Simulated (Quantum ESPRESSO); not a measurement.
**Wannier-interpolated electron–phonon scattering in HfN (Fm-3m)**

Aim: the electron–phonon coupling and the phonon-limited resistivity of HfN (Fm-3m), by Wannier interpolation to fine meshes.

Program: Quantum ESPRESSO 7.5. Level of theory: DFT LDA, scalar-relativistic, plane waves, PseudoDojo 0.4.1 norm-conserving pseudopotentials. Results are calculated unless marked as measured.

Report form: the programs' logs are mostly left out.

### Step 1. The starting structure

The structure is cubic, space group Fm-3m (No. 225). Conventional cell: a = 4.512 Å, b = 4.512 Å, c = 4.512 Å, α = 90.00°, β = 90.00°, γ = 90.00°. Nearest to Hf lie 6 N at 2.26 Å. Nearest to N lie 6 Hf at 2.26 Å. Farther neighbours and most contacts between anions are not listed.

Coordinates:

```cif
data_structure
_symmetry_space_group_name_H-M 'P 1'
_symmetry_Int_Tables_number 1
_cell_length_a 3.1905
_cell_length_b 3.1905
_cell_length_c 3.1905
_cell_angle_alpha 60.000
_cell_angle_beta 60.000
_cell_angle_gamma 60.000
_cell_volume 22.96
loop_
_atom_site_label
_atom_site_type_symbol
_atom_site_fract_x
_atom_site_fract_y
_atom_site_fract_z
_atom_site_occupancy
Hf1 Hf 0.00000 0.00000 0.00000 1
N2 N 0.50000 0.50000 0.50000 1
```

### Step 2. Relaxation

The cell is relaxed under the functional used for all that follows.

The input, relax.in:

```
 &control
    calculation='vc-relax',
    prefix='x',
    outdir='./tmp',
    pseudo_dir='./pseudo',
    tprnfor=.true.,
    tstress=.true.,
    etot_conv_thr=1.0d-06,
    forc_conv_thr=1.0d-04,
 /
 &system
    ibrav=0,
    nat=2,
    ntyp=2,
    ecutwfc=84.0,
    occupations='smearing',
    smearing='mv',
    degauss=0.02,
 /
 &electrons
    conv_thr=1.0d-10,
 /
 &ions
 /
 &cell
    press_conv_thr=0.1,
 /
ATOMIC_SPECIES
 Hf    178.4900  Hf.upf
 N      14.0070  N.upf
CELL_PARAMETERS angstrom
     0.000000000    2.256000000    2.256000000
     2.256000000    0.000000000    2.256000000
     2.256000000    2.256000000    0.000000000
ATOMIC_POSITIONS crystal
 Hf     0.000000000   0.000000000   0.000000000
 N      0.500000000   0.500000000   0.500000000
K_POINTS automatic
 9 9 9 0 0 0
```

Run with:

```sh
> OMP_NUM_THREADS=1 mpirun -n 8 pw.x -nk 8 -in relax.in > relax.out
```

It took 20 s on 8 MPI ranks of Intel Xeon Platinum 8375C at 2.90GHz (Ice Lake), shared host.

Numbers from this step:

| Property | Result |
| --- | --- |
| free energy | -1822.1766 eV |
| pressure | 0.005 GPa |
| volume per atom | 10.99 Å³/atom |

The volume ends at 10.99 Å³ an atom, -4.3 % from the start.

### Step 3. Ground state

Linear response needs a tightly converged ground state.

The input, scf.in:

```
 &control
    calculation='scf',
    prefix='x',
    outdir='./tmp',
    pseudo_dir='./pseudo',
    tprnfor=.true.,
    tstress=.true.,
 /
 &system
    ibrav=0,
    nat=2,
    ntyp=2,
    ecutwfc=84.0,
    occupations='smearing',
    smearing='mv',
    degauss=0.02,
 /
 &electrons
    conv_thr=1.0d-12,
 /
ATOMIC_SPECIES
 Hf    178.4900  Hf.upf
 N      14.0070  N.upf
CELL_PARAMETERS angstrom
     0.000000000    2.223294000    2.223294000
     2.223294000    0.000000000    2.223294000
     2.223294000    2.223294000    0.000000000
ATOMIC_POSITIONS crystal
 Hf     0.000000000   0.000000000   0.000000000
 N      0.500000000   0.500000000   0.500000000
K_POINTS automatic
 9 9 9 0 0 0
```

Run with:

```sh
> OMP_NUM_THREADS=1 mpirun -n 8 pw.x -nk 8 -in scf.in > scf.out
```

Wall time 5.3 s (8 MPI ranks).

Numbers from this step:

| Item | Value |
| --- | --- |
| Fermi energy | 19.27 eV |

The Fermi level lies at 19.27 eV and the pressure is 0.005 GPa.

### Step 4. Phonons on the coarse mesh

ph.x gives the dynamical matrices and the changes of the potential on a coarse q mesh, which EPW interpolates.

The input, ph.in:

```
phonons
 &inputph
    prefix='x',
    outdir='./tmp',
    tr2_ph=1.0d-14,
    fildyn='x.dyn',
    fildvscf='dvscf',
    ldisp=.true.,
    nq1=3,
    nq2=3,
    nq3=3,
    alpha_mix(1)=0.5,
    amass(1)=178.49,
    amass(2)=14.007,
 /
```

Run with:

```sh
> OMP_NUM_THREADS=1 mpirun -n 8 ph.x -nk 8 -in ph.in > ph.out
```

It took 7.7 min on 8 MPI ranks; 62 min of CPU time.

This step gave:

```
lowest frequency off the zone centre                                            : 117.3 cm⁻¹
largest magnitude of the acoustic modes at the zone centre, before the sum rule : 7.594 cm⁻¹
```

Frequencies at the irreducible wavevectors:

```csv
q1,q2,q3,star,mode 1 (cm⁻¹),mode 2 (cm⁻¹),mode 3 (cm⁻¹),mode 4 (cm⁻¹),mode 5 (cm⁻¹),mode 6 (cm⁻¹)
0,0,0,1,-7.6,-7.6,-7.6,520,520,520
0,0,0.3333,8,117.3,117.3,175,538.5,558.2,558.2
0,0.3333,0.3333,6,134.5,134.5,138.9,521.7,521.7,529.6
0,0.3333,-0.3333,12,134.4,154.4,166.2,504.9,544.1,567.7
```

The lowest mode off the zone centre lies at 117 cm⁻¹ and the highest of all solved modes at 568 cm⁻¹, so the solved wavevectors are stable. The acoustic modes at the centre lie within 7.6 cm⁻¹ of zero before the sum rule is imposed.

### Step 5. Bands for the check

Bands on a path serve later as the test of the Wannier interpolation; inside the frozen window, points that lie on the coarse mesh match by construction, and those between them test it.

The input, bands.in:

```
 &control
    calculation='bands',
    prefix='x',
    outdir='./tmp',
    pseudo_dir='./pseudo',
    verbosity='high',
 /
 &system
    ibrav=0,
    nat=2,
    ntyp=2,
    ecutwfc=84.0,
    occupations='smearing',
    smearing='mv',
    degauss=0.02,
    nbnd=27,
 /
 &electrons
    conv_thr=1.0d-10,
 /
ATOMIC_SPECIES
 Hf    178.4900  Hf.upf
 N      14.0070  N.upf
CELL_PARAMETERS angstrom
     0.000000000    2.223294000    2.223294000
     2.223294000    0.000000000    2.223294000
     2.223294000    2.223294000    0.000000000
ATOMIC_POSITIONS crystal
 Hf     0.000000000   0.000000000   0.000000000
 N      0.500000000   0.500000000   0.500000000
K_POINTS crystal
39
 0.37500000 0.37500000 0.75000000 0.02564103
 0.34615385 0.34615385 0.69230769 0.02564103
 0.31730769 0.31730769 0.63461538 0.02564103
 0.28846154 0.28846154 0.57692308 0.02564103
[the list of k-points goes on]
```

Run with:

```sh
> OMP_NUM_THREADS=1 mpirun -n 8 pw.x -nk 8 -in bands.in > bands.out
```

Run time: 5.6 s. Hardware: 8 MPI ranks.

### Step 6. States on the coarse mesh

Wannier functions need the states on a full uniform k mesh, and the couplings need it to be a multiple of the q mesh.

The input, nscf.in:

```
 &control
    calculation='nscf',
    prefix='x',
    outdir='./tmp',
    pseudo_dir='./pseudo',
    verbosity='high',
 /
 &system
    ibrav=0,
    nat=2,
    ntyp=2,
    ecutwfc=84.0,
    occupations='smearing',
    smearing='mv',
    degauss=0.02,
    nbnd=27,
 /
 &electrons
    conv_thr=1.0d-11,
 /
ATOMIC_SPECIES
 Hf    178.4900  Hf.upf
 N      14.0070  N.upf
CELL_PARAMETERS angstrom
     0.000000000    2.223294000    2.223294000
     2.223294000    0.000000000    2.223294000
     2.223294000    2.223294000    0.000000000
ATOMIC_POSITIONS crystal
 Hf     0.000000000   0.000000000   0.000000000
 N      0.500000000   0.500000000   0.500000000
K_POINTS crystal
729
 0.00000000 0.00000000 0.00000000 0.00137174
 0.00000000 0.00000000 0.11111111 0.00137174
 0.00000000 0.00000000 0.22222222 0.00137174
 0.00000000 0.00000000 0.33333333 0.00137174
[the list of k-points goes on]
```

Run with:

```sh
> OMP_NUM_THREADS=1 mpirun -n 8 pw.x -nk 8 -in nscf.in > nscf.out
```

Elapsed: 80 s, on 8 MPI ranks; 11 min of CPU time.

### Step 7. Wannier functions and couplings

Projections Hf s, d and N p start 9 Wannier functions; states up to 2.5 eV over the Fermi level are frozen. Hamiltonian, force constants and couplings go to real space.

The input, epw1.in:

```
--
 &inputepw
    prefix='x',
    outdir='./tmp',
    dvscf_dir='./save',
    elph=.true.,
    etf_mem=1,
    nbndsub=9,
    bands_skipped='exclude_bands = 1-5',
    use_ws=.true.,
    vme='wannier',
    asr_typ='crystal',
    nk1=9,
    nk2=9,
    nk3=9,
    nq1=3,
    nq2=3,
    nq3=3,
    amass(1)=178.49,
    amass(2)=14.007,
    epwwrite=.true.,
    epwread=.false.,
    wannierize=.true.,
    num_iter=200,
    dis_win_max=44.27,
    dis_froz_max=21.773,
    proj(1)='Hf:s;d',
    proj(2)='N:p',
    wdata(1)='dis_num_iter = 600',
    wdata(2)='guiding_centres = .true.',
    wdata(3)='num_print_cycles = 50',
    wdata(4)='dis_mix_ratio = 0.7',
    band_plot=.true.,
    filkf='path.dat',
    filqf='path.dat',
    fsthick=100.0,
    efermi_read=.true.,
    fermi_energy=19.2731,
 /
```

Run with:

```sh
> OMP_NUM_THREADS=1 mpirun -n 8 epw.x -nk 8 -in epw1.in > epw1.out
```

Elapsed: 12 min, on 8 MPI ranks; 1.6 h of CPU time.

This step gave:

- r.m.s. error of the interpolated bands from 2 eV under to 1 eV over the Fermi level: 7.4 meV
- largest error in that range: 23.6 meV
- lowest interpolated frequency on the path: 0 cm⁻¹

The electronic bands at the labelled points (eV, zero at the Fermi level; # counts the bands kept):

```csv
point,#1,#2,#3,#4,#5,#6,#7
K,-6.48,-5.52,-5.08,-0.89,4.08,4.70,6.56
0.54 of the way,-6.97,-5.65,-4.80,0.79,0.94,3.09,3.37
Γ,-3.02,-3.02,-3.02,-0.42,-0.42,-0.42,2.03
0.55 of the way,-6.93,-5.41,-5.41,0.82,1.66,1.66,5.40
L,-9.17,-6.45,-6.45,3.45,3.90,3.90,4.79
halfway,-7.94,-5.89,-5.88,1.74,2.16,4.61,6.86
W,-6.36,-5.51,-5.51,1.18,1.18,5.89,6.06
halfway,-5.45,-5.14,-5.09,-1.70,4.20,5.30,5.88
X,-5.35,-4.05,-3.66,-3.66,4.32,5.87,5.87
```

The same for Wannier interpolation:

```csv
point,#1,#2,#3,#4,#5,#6,#7
K,-6.47,-5.52,-5.08,-0.91,4.32,4.81,6.85
Γ,-3.02,-3.02,-3.02,-0.42,-0.42,-0.42,2.03
L,-9.18,-6.45,-6.45,3.39,3.93,3.93,9.39
W,-6.36,-5.51,-5.51,1.16,1.16,5.90,6.18
X,-5.35,-4.05,-3.66,-3.66,4.32,5.86,5.86
```

The phonon branches at the labelled points (cm⁻¹):

```csv
point,branch 1,branch 2,branch 3,branch 4,branch 5,branch 6
K,137,151,163,499,537,555
0.54 of the way,106,131,152,519,541,557
Γ,0,0,0,520,520,520
0.55 of the way,108,108,165,531,548,548
L,126,126,184,550,575,575
halfway,133,146,172,530,542,574
W,137,160,160,508,508,573
halfway,138,147,157,494,520,549
X,136,136,148,487,524,524
```

Near the Fermi level the interpolated bands miss those of pw.x by 7 meV r.m.s. and 24 meV at most, each level matched to the nearest interpolated one; the r.m.s. value is under the 60 meV set for going on.

### Step 8. Coupling and Tc: fine k 16×16×16, q 8×8×8, width 0.15 eV, window 0.55 eV

The couplings are interpolated to a fine mesh near the Fermi level; their sum gives α²F and λ, and the linearised gap equation gives Tc.

The input, a2f-1.in:

```
--
 &inputepw
    prefix='x',
    outdir='./tmp',
    dvscf_dir='./save',
    elph=.true.,
    etf_mem=1,
    nbndsub=9,
    bands_skipped='exclude_bands = 1-5',
    use_ws=.true.,
    vme='wannier',
    asr_typ='crystal',
    nk1=9,
    nk2=9,
    nk3=9,
    nq1=3,
    nq2=3,
    nq3=3,
    amass(1)=178.49,
    amass(2)=14.007,
    epwwrite=.false.,
    epwread=.true.,
    wannierize=.false.,
    nkf1=16,
    nkf2=16,
    nkf3=16,
    nqf1=8,
    nqf2=8,
    nqf3=8,
    mp_mesh_k=.true.,
    ephwrite=.true.,
    eliashberg=.true.,
    liso=.true.,
    limag=.true.,
    tc_linear=.true.,
    tc_linear_solver='power',
    fsthick=0.55,
    degaussw=0.15,
    degaussq=0.5,
    nqstep=500,
    muc=0.13,
    wscut=0.3,
    nsiter=500,
    nstemp=7,
    temps=0.5 1.0 2.0 4.0 8.0 16.0 32.0,
 /
```

Run with:

```sh
> OMP_NUM_THREADS=1 mpirun -n 8 epw.x -nk 8 -in a2f-1.in > a2f-1.out
```

It took 0.65 s on 8 MPI ranks.

The program refused the input before any cycle.

The program's message: “Error in routine readin (1): degaussw too close to fsthick”

### Step 9. Resistivity: fine k 20×20×20, q 10×10×10, adaptive width, window 0.32 eV

The Boltzmann equation is solved by iteration on a fine mesh; only states within the window around the Fermi level enter.

The input, bte-1.in:

```
--
 &inputepw
    prefix='x',
    outdir='./tmp',
    dvscf_dir='./save',
    elph=.true.,
    etf_mem=1,
    nbndsub=9,
    bands_skipped='exclude_bands = 1-5',
    use_ws=.true.,
    vme='wannier',
    asr_typ='crystal',
    nk1=9,
    nk2=9,
    nk3=9,
    nq1=3,
    nq2=3,
    nq3=3,
    amass(1)=178.49,
    amass(2)=14.007,
    epwwrite=.false.,
    epwread=.true.,
    wannierize=.false.,
    nkf1=20,
    nkf2=20,
    nkf3=20,
    nqf1=10,
    nqf2=10,
    nqf3=10,
    mp_mesh_k=.true.,
    scattering=.true.,
    iterative_bte=.true.,
    epmatkqread=.false.,
    assume_metal=.true.,
    int_mob=.false.,
    carrier=.false.,
    ngaussw=-99,
    mob_maxiter=200,
    broyden_beta=0.7,
    fsthick=0.32,
    degaussw=0.0,
    nstemp=6,
    temps=150 200 273 300 400 500,
    restart=.false.,
    selecqread=.false.,
 /
```

Run with:

```sh
> OMP_NUM_THREADS=1 mpirun -n 8 epw.x -nk 8 -in bte-1.in > bte-1.out
```

The job ended after 7.8 min (8 MPI ranks).

This step gave:

```
iterations           : 16
resistivity at 300 K : 7.794 μΩ cm
```

Resistivity, by row:

```csv
T (K),rho_xx (μΩ cm),rho_yy,rho_zz,"relaxation-time approximation, mean of the axes (μΩ cm)"
150,3.847,3.847,3.847,3.176
200,5.144,5.144,5.144,4.212
273,7.072,7.072,7.072,5.735
300,7.794,7.794,7.794,6.311
400,10.61,10.61,10.61,8.564
500,13.66,13.66,13.66,11.02
```

ρ(300 K) = 7.79 μΩ cm; the relaxation-time start gave 6.31. One mesh does not show convergence. The largest adaptive width printed is 0.53 eV, against a window of 0.32 eV outside which no state is counted.

### Step 10. Coupling and Tc, input with a fault, fine q mesh 10×10×10, fine mesh 10×10×10

Another input is tried.

The input, bad.in:

```
--
 &inputepw
    prefix='x',
    outdir='./tmp',
    dvscf_dir='./save',
    elph=.true.,
    etf_mem=1,
    nbndsub=9,
    bands_skipped='exclude_bands = 1-5',
    use_ws=.true.,
    vme='wannier',
    asr_typ='crystal',
    nk1=9,
    nk2=9,
    nk3=9,
    nq1=3,
    nq2=3,
    nq3=3,
    amass(1)=178.49,
    amass(2)=14.007,
    epwwrite=.false.,
    epwread=.true.,
    wannierize=.false.,
    nkf1=10,
    nkf2=10,
    nkf3=10,
    nqf1=10,
    nqf2=10,
    nqf3=10,
    mp_mesh_k=.true.,
    ephwrite=.true.,
    eliashberg=.true.,
    liso=.true.,
    limag=.true.,
    tc_linear=.true.,
    tc_linear_solver='power',
    fsthick=0.4,
    degaussw=0.01,
    degaussq=0.5,
    nqstep=500,
    muc=0.13,
    wscut=0.3,
    nsiter=500,
    nstemp=7,
    temps=0.5 1.0 2.0 4.0 8.0 16.0 32.0,
 /
```

Run with:

```sh
> OMP_NUM_THREADS=1 mpirun -n 8 epw.x -nk 8 -in bad.in > bad.out
```

Run time: 7.9 min. Hardware: 8 MPI ranks; 63 min of CPU time.

Numbers from this step:

| Property | Result |
| --- | --- |
| coupling constant λ | 1.567 |
| log mean phonon energy ħω_log | 30.40 meV |
| density of states at the Fermi level | 0.9100 states/eV a spin and cell |
| Fermi level on the fine mesh | 19.31 eV |

This input has a delta width far below the mesh spacing, and its λ = 1.57 is no result.

### Step 11. Resistivity: fine k 26×26×26, q 13×13×13, adaptive width, window 0.32 eV

At these temperatures only states within a few k_B T of the Fermi level carry current, so the mesh must be dense; it is refined.

The input, bte-2.in:

```
--
 &inputepw
    prefix='x',
    outdir='./tmp',
    dvscf_dir='./save',
    elph=.true.,
    etf_mem=1,
    nbndsub=9,
    bands_skipped='exclude_bands = 1-5',
    use_ws=.true.,
    vme='wannier',
    asr_typ='crystal',
    nk1=9,
    nk2=9,
    nk3=9,
    nq1=3,
    nq2=3,
    nq3=3,
    amass(1)=178.49,
    amass(2)=14.007,
    epwwrite=.false.,
    epwread=.true.,
    wannierize=.false.,
    nkf1=26,
    nkf2=26,
    nkf3=26,
    nqf1=13,
    nqf2=13,
    nqf3=13,
    mp_mesh_k=.true.,
    scattering=.true.,
    iterative_bte=.true.,
    epmatkqread=.false.,
    assume_metal=.true.,
    int_mob=.false.,
    carrier=.false.,
    ngaussw=-99,
    mob_maxiter=200,
    broyden_beta=0.7,
    fsthick=0.32,
    degaussw=0.0,
    nstemp=6,
    temps=150 200 273 300 400 500,
    restart=.false.,
    selecqread=.false.,
 /
```

Run with:

```sh
> OMP_NUM_THREADS=1 mpirun -n 8 epw.x -nk 8 -in bte-2.in > bte-2.out
```

Elapsed: 18 min, on 8 MPI ranks.

This step gave:

```
iterations           : 15
resistivity at 300 K : 12.50 μΩ cm
```

Resistivity, by row:

```csv
T (K),rho_xx (μΩ cm),rho_yy,rho_zz,"relaxation-time approximation, mean of the axes (μΩ cm)"
150,8.085,8.085,8.085,6.585
200,9.343,9.343,9.343,7.553
273,11.59,11.59,11.59,9.31
300,12.5,12.5,12.5,10.03
400,15.94,15.94,15.94,12.77
500,19.31,19.31,19.31,15.48
```

ρ(300 K) = 12.5 μΩ cm, against 7.79 before (+60 %); the relaxation-time start gave 10.0. The largest adaptive width printed is 0.41 eV, against a window of 0.32 eV outside which no state is counted.

### Step 12. Results

```json
{
  "Wannier functions, band error": "9 functions; 7 meV r.m.s.",
  "resistivity at 300 K, 20×20×20": "7.79 μΩ cm, unsound",
  "resistivity at 300 K, 26×26×26": "12.5 μΩ cm, unsound"
}
```

**Reading.** Step 7: Of the bands kept, 3 cross the Fermi level on this path. Step 7: On this path the spectrum ends at 576 cm⁻¹ (between K and Γ). Step 7: No branch goes imaginary on this path. On the finest meshes run, HfN (Fm-3m) has an unconverged phonon-limited resistivity of 12.5 μΩ cm at 300 K. The last refinement of the mesh moved the resistivity by 60 %, so the value is unsound: it shows how far such meshes scatter and no more. On the finest mesh the adaptive width still reaches 0.41 eV against a window of 0.32 eV; the window, which cuts off final states, was not widened. The relaxed volume lies -4.3 % from the database entry, which shifts the phonons and with them λ and ρ. No coupling constant was obtained: no sound run of that kind finished. Between 150 and 500 K the resistivity rises by a factor of 2.39, against 3.33 for a straight line through the origin; phonon scattering should fall faster than that line on cooling, so the temperature dependence is not converged. The rows at 150, 200, 273, 300, 400 and 500 K moved by more than 10 % in the last refinement. Spin–orbit coupling is left out, though Hf is heavy. The q mesh of ph.x (3×3×3), the k mesh and smearing of the ground state (9×9×9) and EPW's coarse k mesh (9×9×9) were not varied. Only scattering by harmonic phonons counts; impurities, grain boundaries and thermal expansion are left out.

[The logs of pw.x and epw.x are selected lines.]

[Logs are printed without paths, hosts, clocks, repeated set-up lines and the standing remarks that a program may print on its own settings, such as how far it seeks lower states.]

[Hosts, paths, dates, database ids (printed as entryN), source tags and the programs' standing remarks are cut or masked in the printed files.]
